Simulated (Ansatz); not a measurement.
# Starting-point dependence of the GW gap of LiNbO3 (R3c)

One-shot GW is not self-consistent; how far does the start matter for LiNbO3 (R3c)?

Calculated with Ansatz 0.2.0; G0W0 on several functionals, plane waves, PAW.

In doubt: masses and optical values from hybrid runs of this build are listed as unsure (step 4), which bears on the screening that GW takes from such a start.

## (1) Set-up

The structure is trigonal, space group R3c (No. 161). Conventional cell: a = 5.152 Å, b = 5.152 Å, c = 13.869 Å, α = 90.00°, β = 90.00°, γ = 120.00°. Nearest to Li lie 6 O at 2.07 to 2.24 Å. Nearest to Nb lie 6 O at 1.88 to 2.13 Å. Nearest to O lie 2 Nb at 1.88 to 2.13 Å and 2 Li at 2.07 to 2.24 Å. Farther neighbours and most contacts between anions are not listed.

The cell and positions come from the Crystallography Open Database and are kept as given unless a step says otherwise. The default PAW set here is soft_2. Its files were made with PBE.

## (2) G0W0 on LDA

G0W0 replaces the xc potential by the self-energy, built once from these orbitals. Only a window of levels is corrected, while the sums run over the empty bands that the input names.

This step: G0W0 on LDA, plane waves, PAW.

Input file input.yaml:

```yaml
crystal:
  lattice:
    - [2.5758, 1.4871388234, 4.623]
    - [-2.5758, 1.4871388234, 4.623]
    - [0.0, -2.9742776468, 4.623]
  atoms:
    - { symbol: Li, position: [0.2815, 0.2815, 0.2815] }
    - { symbol: Li, position: [0.7815, 0.7815, 0.7815] }
    - { symbol: Nb, position: [5.5e-05, 5.5e-05, 5.5e-05] }
    - { symbol: Nb, position: [0.500055, 0.500055, 0.500055] }
    - { symbol: O, position: [0.11231, 0.35836, 0.71959] }
    - { symbol: O, position: [0.71959, 0.11231, 0.35836] }
    - { symbol: O, position: [0.35836, 0.71959, 0.11231] }
    - { symbol: O, position: [0.21959, 0.85836, 0.61231] }
    - { symbol: O, position: [0.85836, 0.61231, 0.21959] }
    - { symbol: O, position: [0.61231, 0.21959, 0.85836] }
kpoints:
  mp_grid: { grid: [4, 4, 4] }
hamiltonian:
  xc: lda
scf:
  occupations: { method: fixed }
gw:
  n_empty_bands: 226
  ecut_chi: 96
  qp_bands: [v3, c3]
  qp_kpoints: band_edges
  screening: { model: contour_deformation }
```

The run is started by

```bash
> ansatz run input.yaml --threads 3 --pin off --max-ram 92160MiB --backend cuda --events-out ev --progress --plain --runs-dir out --devices 1 --max-vram 13GiB
```

Numbers of over 12 decimals in the logs are rounded to 6 here.

The log of the run:

```text
GPUs: using 1 of 1 available (devices: 1).
Engine: ansatz 0.2.0, x86_64-unknown-linux-gnu
Pseudopotentials: kind: paw
Pseudopotential: Li, paw, valence charge 3, recommended cutoff 420 eV (normal), Li.paw.azcp
Pseudopotential: Nb, paw, valence charge 13, recommended cutoff 420 eV (normal), Nb.paw.azcp
Pseudopotential: O, paw, valence charge 6, recommended cutoff 420 eV (normal), O.paw.azcp
Functional definition: SPW92
  exchange = slater_x
  correlation = pw_c
device memory: the entry about to start is reckoned to put 2.4 GiB on a device that reports 23.1 GiB free (of which the cap on the GPU budget leaves the run 13.0 GiB)
GPU FFT provider: cuFFT
GPU libraries: cuBLAS 13.8.2, cuFFT 12.4.0, cuSOLVER 12.3.4
Crystal: 10 atoms, lattice volume = 106.252 Å³
Basis set: ecut = 420 eV, 2091 PW (Γ)
Bands: 44, of which v1, the nominal top of the filled ones, is band 34 counted from 1 (33 counted from 0)
Symmetry: 6 space group operations
Space group: R3c (ITA 161), of the structure as read, at distance tolerance 4.7e-5 Å
k-points: 13 of 64 (time reversal used)
Non-local potential: Li, projectors of the file, l = 0: 3, l = 1: 2, l = 2: 1
Non-local potential: Nb, projectors of the file, l = 0: 3, l = 1: 2, l = 2: 2, l = 3: 1
Non-local potential: O, projectors of the file, l = 0: 2, l = 1: 2, l = 2: 1
PAW form: soft (Blöchl's): semilocal exchange-correlation on the pseudo side does not see the compensation charge
PAW frozen core: Nb, regenerated for the run's functional, and the local potential with it (the file was generated under x = pbe(κ = 0.804, μ = 0.219515), c = pbe(β = 0.066725))
PAW frozen core: O, regenerated for the run's functional, and the local potential with it (the file was generated under x = pbe(κ = 0.804, μ = 0.219515), c = pbe(β = 0.066725))
PAW one-centre angular grid: Li, 110 points (default); XC on 64 Gauss nodes
PAW one-centre angular grid: Nb, 590 points (default); XC on 64 Gauss nodes
PAW one-centre angular grid: O, 110 points (default); XC on 64 Gauss nodes
Initial density: superposition of atomic densities (neutral atoms: chi_scale 0, normalization atom), corrected by the library's trained network
Initial wavefunctions: pseudopotential atomic-orbital guess
GPU buffer pool allocated for 64000 grid points (all kernels)
GPU transforms: local potential and band sums: pruned to the plane-wave sphere, on 40×40×40
Functional: x = slater, c = lda
SCF iter   1: F=—  HF=-12631.445623 eV  |F-HF|=—  |Δ(HF+E_count)|=         —  Δρ=1.87e-2  dr2=3.38e-1  ethr=1.77e-3  ⟨swp⟩=4.9  Hψ=2075  notcnv=0  defer=101
preconditioner: auto → Resta (q_TF=auto, 2.533 Å⁻¹)  ε∞=5.7  [insulator: Δε(μ)=3.355 eV  Ē_g=11.500 eV  n_scr=26 (ndim 8)  ℏωp=25.0 eV  f_vac=0.019  ε∞_Penn≈5.7]
SCF iter   2: F=—  HF=-12631.371287 eV  |F-HF|=—  |Δ(HF+E_count)|=   7.43e-2  Δρ=7.02e-3  dr2=3.84e-2  ethr=4.97e-4  ⟨swp⟩=2.0  Hψ=899  notcnv=0  defer=103
SCF iter   3: F=—  HF=-12631.362336 eV  |F-HF|=—  |Δ(HF+E_count)|=   8.95e-3  Δρ=2.73e-3  dr2=5.56e-3  ethr=5.65e-5  ⟨swp⟩=2.0  Hψ=805  notcnv=0  defer=104
SCF iter   4: F=—  HF=-12631.360298 eV  |F-HF|=—  |Δ(HF+E_count)|=   2.04e-3  Δρ=5.25e-4  dr2=2.54e-4  ethr=8.18e-6  ⟨swp⟩=2.0  Hψ=965  notcnv=0  defer=104
SCF iter   5: F=—  HF=-12631.360253 eV  |F-HF|=—  |Δ(HF+E_count)|=   4.47e-5  Δρ=7.20e-5  dr2=9.33e-6  ethr=3.74e-7  ⟨swp⟩=2.3  Hψ=837  notcnv=0  defer=50
SCF iter   6: F=—  HF=-12631.360251 eV  |F-HF|=—  |Δ(HF+E_count)|=   1.51e-6  Δρ=2.66e-5  dr2=9.11e-7  ethr=1.37e-8  ⟨swp⟩=2.0  Hψ=756  notcnv=0  defer=49
SCF iter   7: F=-12631.360251 eV  HF=-12631.360251 eV  |F-HF|=5.34e-9  |Δ(HF+E_count)|=   5.72e-8  Δρ=4.61e-6  dr2=2.75e-8  ethr=1.47e-10  ⟨swp⟩=9.8  Hψ=1920  notcnv=0
SCF 1 converged in 7 iterations: F = -12631.360251 eV  dr2 = 2.75e-8
  greatest PAW one-centre occupation: 1.000 electrons in one spin orbital (limit 2), on the Li atom at site 1 (counted from 0), in its partial waves of l = 0
device memory: the entry about to start is reckoned to put 3.1 GiB on a device that reports 23.1 GiB free (of which the cap on the GPU budget leaves the run 13.0 GiB)
NSCF: frozen V_eff on 13 k-points
the band table was solved once the SCF had ended and its energy, with any forces and stress, was formed, with the checks that follow a solve (2237 applications of the Hamiltonian). They found nothing against the state; the energy, forces and stress were not computed again (output.eigenvalues in the input reference)
device memory: the entry about to start is reckoned to put 4.7 GiB on a device that reports 23.2 GiB free (of which the cap on the GPU budget leaves the run 13.0 GiB)
NSCF: frozen V_eff on 13 k-points
G₀W₀ screening: q 1/13
[... further progress lines ...]
device memory: the entry about to start is reckoned to put 0.7 GiB on a device that reports 22.8 GiB free (of which the cap on the GPU budget leaves the run 13.0 GiB)
NSCF: frozen V_eff on 1 k-points
device memory: the entry about to start is reckoned to put 0.7 GiB on a device that reports 22.8 GiB free (of which the cap on the GPU budget leaves the run 13.0 GiB)
NSCF: frozen V_eff on 1 k-points
device memory: the entry about to start is reckoned to put 0.7 GiB on a device that reports 22.8 GiB free (of which the cap on the GPU budget leaves the run 13.0 GiB)
NSCF: frozen V_eff on 1 k-points
SCF converged after 7 iterations
Free energy (F): -12631.360251 eV
Harris-Foulkes:  -12631.360251 eV  (|F-HF|=5.34e-9)
Internal energy: -12631.360251 eV  (E = F + TS)
E sigma→0 (E₀):  -12631.360251 eV
Fermi energy:    6.885322 eV
--- Per-component energies (eV) ---
  E_band       = -537.861938
  E_kinetic    = 1878.571710
  E_local      = -4299.421131  (includes V_loc(G=0)·N_el)
  E_nonlocal   = 471.188005
  E_hartree    = 1443.254368
  E_xc         = -805.729040
  E_vxc        = -1013.056107  (∫ρ·V_xc dr)
  E_paw        = -6846.757771  (= ΣΔE_a)
  E_vpaw       = -461.667073  (= ΣTr[D̂ρ^β])
  E_aug_tail   = 0.015020  (compensation charges beyond the density's cutoff)
  E_ewald      = -4473.914330
  E_core_change = 1.432918  (= ΣΔE_core)
  E_smearing   = -0.000000  (= −TS)
  E_closure    = 0.000000  (closes the sum)
  Σ components = -12631.360251   (vs F -12631.360251, Δ=0.00e0)
--- Band table (eV; the first three rows and the last of 13) ---
  k-point 0: bands = [... 30 lower, 6.2026, 6.4079, 6.8853, 6.8853, 10.4432, 10.4432, 10.9141, 12.0699, ... 6 higher]
  k-point 1: bands = [... 30 lower, 6.4172, 6.4846, 6.6797, 6.8119, 10.5023, 10.6099, 11.0587, 11.7849, ... 6 higher]
  k-point 2: bands = [... 30 lower, 6.5939, 6.5939, 6.6693, 6.6693, 10.7613, 10.7613, 11.5923, 11.5923, ... 6 higher]
  k-point 12: bands = [... 30 lower, 6.5691, 6.5691, 6.5691, 6.5691, 11.5128, 11.5128, 11.7282, 11.7282, ... 6 higher]
--- G₀W₀: contour deformation, 6 samples at zero and on the imaginary axis and 1 off it, 64 q-points, 226 empty bands' worth ---
  eigenvalues of the whole cell's RPA ε∞ on this k-mesh (on a slab, of 1 + 4πα/V) = 5.1150, 5.3354, 5.3354; static W/v taken at q = 0 is 0.189942
  bands read: the sum over 260 bands ends inside a degenerate multiplet in 1 slot, whose members it reads at an even weight; the widest, k=7: bands 260 to 261 (counted from 1) at 1/2 each
  gw.qp_kpoints: band_edges: 13 of 13 stored k-points solved, in 1 pass; an edge of the gap read off the rows below is read off those points alone
    ik  band        ε_KS         Σx   Σc(E_QP)       V_xc       Z   E_QP_lin       E_QP  E_QP is
     0    32      6.4079   -25.8831     4.8805   -20.6994  0.7349     6.1031     6.1047  root
     0    33      6.8853   -25.6879     4.6685   -20.7935  0.7353     6.6587     6.6595  root
     0    34      6.8853   -25.6879     4.6685   -20.7935  0.7353     6.6587     6.6595  root
     0    35     10.4432   -13.7109    -4.7972   -19.9201  0.7775    11.8834    11.8551  root
     0    36     10.4432   -13.7109    -4.7972   -19.9201  0.7775    11.8834    11.8551  root
     0    37     10.9141   -13.9593    -4.7861   -20.1399  0.7698    12.3395    12.3087  root
     1    32      6.4846   -25.5634     4.6825   -20.6179  0.7342     6.2204     6.2216  root
     1    33      6.6797   -25.3430     4.6705   -20.4156  0.7330     6.4217     6.4228  root
     1    34      6.8119   -25.7284     4.6823   -20.8061  0.7348     6.5709     6.5719  root
     1    35     10.5023   -13.7827    -4.8514   -20.0414  0.7766    11.9380    11.9095  root
     1    36     10.6099   -13.7088    -4.8179   -19.9420  0.7759    12.0545    12.0252  root
     1    37     11.0587   -14.0380    -4.9375   -20.4055  0.7687    12.5223    12.4886  root
     2    32      6.5939   -25.6823     4.7051   -20.7198  0.7350     6.3354     6.3365  root
     2    33      6.6693   -25.5966     4.7123   -20.6229  0.7337     6.4068     6.4079  root
     2    34      6.6693   -25.5966     4.7123   -20.6229  0.7337     6.4068     6.4079  root
     2    35     10.7613   -13.7918    -4.9143   -20.1163  0.7727    12.2021    12.1715  root
     2    36     10.7613   -13.7918    -4.9143   -20.1163  0.7727    12.2021    12.1715  root
     2    37     11.5923   -14.3110    -5.0206   -20.7810  0.7599    13.0807    13.0417  root
     3    32      6.5227   -25.5212     4.7299   -20.5182  0.7322     6.2484     6.2497  root
     3    33      6.5977   -25.5722     4.5868   -20.7524  0.7354     6.3637     6.3646  root
     3    34      6.8077   -25.6708     4.7334   -20.6915  0.7337     6.5608     6.5618  root
     3    35     10.5114   -13.8778    -4.7672   -20.0539  0.7760    11.9487    11.9203  root
     3    36     10.9997   -14.0909    -4.8509   -20.3682  0.7682    12.4592    12.4261  root
     3    37     11.1109   -14.2566    -4.8820   -20.5625  0.7667    12.5684    12.5347  root
[...]
11    36     10.8145   -14.0884    -4.7873   -20.2846  0.7713    12.2540    12.2235  root
    11    37     11.6310   -14.5704    -5.0380   -21.0748  0.7578    13.1381    13.0973  root
    12    32      6.5691   -25.4553     4.6955   -20.4990  0.7328     6.3071     6.3083  root
    12    33      6.5691   -25.4553     4.6955   -20.4990  0.7328     6.3071     6.3083  root
    12    34      6.5691   -25.4553     4.6955   -20.4990  0.7328     6.3071     6.3083  root
    12    35     11.5128   -13.7543    -5.2354   -20.4056  0.7617    12.9659    12.9287  root
    12    36     11.5128   -13.7543    -5.2354   -20.4056  0.7617    12.9659    12.9287  root
    12    37     11.7282   -14.6766    -5.1651   -21.3255  0.7552    13.2560    13.2120  root
```

Run time: 20 s. Hardware: 1 × NVIDIA H100 80GB HBM3 (shared by 6 runs) with 3 threads of AMD EPYC 7R13 (Zen 3), shared host; peak memory 1.3 GiB.

In the SCF lines HF is the Harris–Foulkes energy and dr2 the Hartree energy of the density residual, in eV; the loop may stop once dr2 is under the threshold and the program's other checks hold. Hψ counts applications of the Hamiltonian.

Numbers from this step:

```yaml
bands_summed: 260
rpa_eps_infinity_on_this_mesh_eigenvalues: 5.115, 5.335, 5.335
plane_waves_in_the_screening_matrix: 211
q_points_in_the_mesh: 64
g0w0_gap_on_the_mesh: 5.194 eV
k_of_the_valence_top: 0, 0, 0
k_of_the_conduction_bottom: 0, 0.25, -0.5
starting_gap_on_the_mesh: 3.558 eV
z_at_the_valence_top: 0.7353
z_at_the_conduction_bottom: 0.7785
least_direct_g0w0_gap_on_the_computed_points: 5.196 eV
```

The gap on the mesh goes from 3.56 eV to 5.19 eV, a correction of +1.64 eV. Between the two edge states, bare exchange in place of the xc potential would open the gap by 11.15 eV, and correlation takes back 9.52 eV.

## (3) G0W0 on PBE

One-shot GW remembers its start. Another functional's orbitals and levels show by how much.

This step: G0W0 on PBE, plane waves, PAW.

Changes to input.yaml since step 2:

```diff
@@ -19,3 +19,3 @@
 hamiltonian:
-  xc: lda
+  xc: pbe
 scf:
```

The log of the run:

```text
GPUs: using 1 of 1 available (devices: 1).
[...]
GPU FFT provider: cuFFT
GPU libraries: cuBLAS 13.8.2, cuFFT 12.4.0, cuSOLVER 12.3.4
Crystal: 10 atoms, lattice volume = 106.252 Å³
Basis set: ecut = 420 eV, 2091 PW (Γ)
Bands: 44, of which v1, the nominal top of the filled ones, is band 34 counted from 1 (33 counted from 0)
[... 1 set-up line as in the run before ...]
[...]
k-points: 13 of 64 (time reversal used)
[...]
GPU buffer pool allocated for 64000 grid points (all kernels)
[...]
SCF iter   1: F=—  HF=-12929.440630 eV  |F-HF|=—  |Δ(HF+E_count)|=         —  Δρ=1.57e-3  dr2=8.67e-4  ethr=1.77e-3  ⟨swp⟩=4.9  Hψ=2020  notcnv=0  defer=102
[...]
SCF iter   6: F=-12929.442647 eV  HF=-12929.442647 eV  |F-HF|=1.05e-7  |Δ(HF+E_count)|=   8.81e-7  Δρ=9.22e-6  dr2=9.57e-8  ethr=1.47e-10  ⟨swp⟩=8.2  Hψ=2193  notcnv=0
SCF 1 converged in 6 iterations: F = -12929.442647 eV  dr2 = 9.57e-8
[...]
NSCF: frozen V_eff on 13 k-points
[...]
G₀W₀ screening: q 1/13
[... further progress lines ...]
[...]
SCF converged after 6 iterations
Free energy (F): -12929.442647 eV
[...]
Internal energy: -12929.442647 eV  (E = F + TS)
E sigma→0 (E₀):  -12929.442647 eV
Fermi energy:    7.252951 eV
[...]
--- Band table (eV; the first three rows and the last of 13) ---
  k-point 0: bands = [... 30 lower, 6.5644, 6.7835, 7.2530, 7.2530, 10.8729, 10.8729, 11.3421, 12.4543, ... 6 higher]
  k-point 1: bands = [... 30 lower, 6.7885, 6.8553, 7.0526, 7.1787, 10.9218, 11.0361, 11.4763, 12.1850, ... 6 higher]
  k-point 2: bands = [... 30 lower, 6.9644, 6.9644, 7.0396, 7.0396, 11.1788, 11.1788, 12.0021, 12.0021, ... 6 higher]
  k-point 12: bands = [... 30 lower, 6.9416, 6.9416, 6.9416, 6.9416, 11.9260, 11.9260, 12.1249, 12.1249, ... 6 higher]
[...]
0    32      6.7835   -25.9619     4.9436   -20.5751  0.7355     6.3368     6.3403  root
     0    33      7.2530   -25.7832     4.7479   -20.6778  0.7357     6.8934     6.8955  root
     0    34      7.2530   -25.7832     4.7479   -20.6778  0.7357     6.8934     6.8955  root
     0    35     10.8729   -13.7771    -4.7354   -19.6731  0.7772    12.0519    12.0334  root
     0    36     10.8729   -13.7771    -4.7354   -19.6731  0.7772    12.0519    12.0334  root
     0    37     11.3421   -14.0272    -4.7252   -19.9106  0.7696    12.5208    12.5002  root
     1    32      6.8553   -25.6536     4.7526   -20.4985  0.7347     6.4500     6.4528  root
     1    33      7.0526   -25.4514     4.7572   -20.2970  0.7334     6.6527     6.6554  root
[...]
12    34      6.9416   -25.5534     4.7772   -20.3749  0.7331     6.5374     6.5403  root
    12    35     11.9260   -13.8540    -5.1606   -20.2079  0.7614    13.1448    13.1193  root
    12    36     11.9260   -13.8540    -5.1606   -20.2079  0.7614    13.1448    13.1193  root
    12    37     12.1249   -14.7294    -5.0872   -21.0995  0.7555    13.4392    13.4078  root
```

It took 36 s on 1 × NVIDIA H100 80GB HBM3 (shared by 6 runs) with 3 threads; peak memory 1.3 GiB.

This step gave:

- bands summed: 260
- RPA ε∞ on this mesh (eigenvalues): 4.981, 5.203, 5.203
- plane waves in the screening matrix: 211
- q-points in the mesh: 64
- G0W0 gap on the mesh: 5.132 eV
- k of the valence top: 0, 0, 0
- k of the conduction bottom: 0, 0.25, -0.5
- starting gap on the mesh: 3.618 eV
- Z at the valence top: 0.7357
- Z at the conduction bottom: 0.7783
- least direct G0W0 gap on the computed points: 5.138 eV

Against the run with 4×4×4 mesh, 226 empty bands, screening to 96 eV on LDA, the gap moves by −0.06 eV, while the start moved by +0.06 eV.

## (4) G0W0 on HSE06

This step: G0W0 on HSE06, plane waves, PAW.

Changes to input.yaml since step 3:

```diff
@@ -19,3 +19,3 @@
 hamiltonian:
-  xc: pbe
+  xc: hse06
 scf:
```

The log of the run:

```text
GPUs: using 1 of 1 available (devices: 1).
[...]
davidson cushion auto → on  (no smearing: the cushion is to keep the highest requested band from converging to the state above it; pin scf.eigensolver.cushion to override)
[...]
GPU FFT provider: cuFFT
GPU libraries: cuBLAS 13.8.2, cuFFT 12.4.0, cuSOLVER 12.3.4
Crystal: 10 atoms, lattice volume = 106.252 Å³
Basis set: ecut = 420 eV, 2091 PW (Γ)
[...]
1    32      5.7099   -25.7420     4.3166   -21.6934  0.7744     5.9771     5.9779  root
     1    33      5.9357   -25.5095     4.3256   -21.4495  0.7731     6.2005     6.2013  root
[...]
12    34      5.8039   -25.6058     4.3418   -21.5299  0.7729     6.0691     6.0699  root
    12    35     12.3864   -13.3911    -4.8593   -19.0807  0.7978    13.2243    13.2167  root
    12    36     12.3864   -13.3911    -4.8593   -19.0807  0.7978    13.2243    13.2167  root
    12    37     12.5927   -14.2560    -4.7959   -19.9797  0.7932    13.5303    13.5204  root
[key lines of the parts left out:]
Free energy (F): -12932.597973 eV
Fermi energy:    6.150071 eV
```

Run time: 95 s. Hardware: 1 × NVIDIA H100 80GB HBM3 (shared by 6 runs) with 3 threads; peak memory 1.8 GiB; 2.1 min of CPU time.

Numbers from this step:

| Property | Result |
| --- | --- |
| bands summed | 260 |
| RPA ε∞ on this mesh (eigenvalues) | 3.908, 4.093, 4.093 |
| plane waves in the screening matrix | 211 |
| G0W0 gap on the mesh | 5.605 eV |
| k of the valence top | 0, 0, 0 |
| k of the conduction bottom | 0, 0.25, -0.5 |
| starting gap on the mesh | 5.066 eV |
| least direct G0W0 gap on the computed points | 5.612 eV |

Against the run with 4×4×4 mesh, 226 empty bands, screening to 96 eV on PBE, the gap moves by +0.47 eV, while the start moved by +1.45 eV.

## (5) Side by side

All on the 4×4×4 mesh with 226 empty bands and screening to 96 eV. Times are wall times on 1 × NVIDIA H100 80GB HBM3 (shared by 6 runs) with 3 threads of AMD EPYC 7R13 (Zen 3), shared host, good to a factor of about two.

| start | starting gap (eV) | shift (eV) | G0W0 gap (eV) | RPA ε∞ (harmonic mean) | Z (valence, conduction) | time |
| --- | --- | --- | --- | --- | --- | --- |
| LDA | 3.56 | +1.64 | 5.19 | 5.26 | 0.74, 0.78 | 20 s |
| PBE | 3.62 | +1.51 | 5.13 | 5.13 | 0.74, 0.78 | 36 s |
| HSE06 | 5.07 | +0.54 | 5.60 | 4.03 | 0.77, 0.81 | 95 s |

The parts of the quasiparticle energy at the two band edges (eV; QP = start + Σx + Σc − Vxc):

| run | edge | start | Σx | Σc | Vxc | Z | QP |
| --- | --- | --- | --- | --- | --- | --- | --- |
| LDA | valence top | 6.89 | -25.69 | 4.67 | -20.79 | 0.74 | 6.66 |
| LDA | conduction bottom | 10.45 | -13.64 | -4.85 | -19.90 | 0.78 | 11.85 |
| PBE | valence top | 7.25 | -25.78 | 4.75 | -20.68 | 0.74 | 6.90 |
| PBE | conduction bottom | 10.87 | -13.71 | -4.79 | -19.66 | 0.78 | 12.03 |
| HSE06 | valence top | 6.15 | -25.82 | 4.32 | -21.80 | 0.77 | 6.45 |
| HSE06 | conduction bottom | 11.22 | -13.21 | -4.59 | -18.64 | 0.81 | 12.05 |

For a hybrid start, Vxc holds its share of exact exchange.

## (6) Summary of results

| Quantity | Value |
| --- | --- |
| G0W0@LDA | 5.19 eV (start 3.56 eV) |
| G0W0@PBE | 5.13 eV (start 3.62 eV) |
| G0W0@HSE06 | 5.60 eV (start 5.07 eV) |
| known limits | not at the basis limit; no spin-orbit coupling |

In words: The starting gaps span 1.51 eV and the G0W0 gaps 0.47 eV. Between LDA and HSE06, 0.41 eV of the 1.51 eV survives, 27 %. The order is not kept throughout: PBE starts 0.06 eV above LDA and ends 0.06 eV below it, so orbitals matter beside the gap. HSE06 screens less than LDA (ε∞ 4.03 against 5.26). Of the 0.41 eV by which its G0W0 gap is higher, the correlation part gives +0.61 eV, and exchange with the one-particle terms, which follow the orbitals, −0.20 eV. The smallest correction, +0.54 eV, is on HSE06, the start nearest to reproducing itself. Bands and cutoff are finite, so the gap is not at the basis limit. The miss can reach some tenths of an eV and take either sign; the mesh is an error of its own. The many-body steps are scalar-relativistic: spin-orbit coupling is not in them.

[Paths, hosts, dates, memory and timing lines, banners, echoed tables and standing remarks are left out of the program output.]

[Logs are printed without paths, hosts, clocks, repeated set-up lines and the standing remarks that a program may print on its own settings, such as how far it seeks lower states.]

[Runs of the session that timed out or met a known fault of the program may be left out.]

[Cells called generated may have been cut or substituted from an entry of the Crystallography Open Database or the Materials Project.]

[Hosts, paths, dates, database ids (printed as entryN), source tags and the programs' standing remarks are cut or masked in the printed files.]
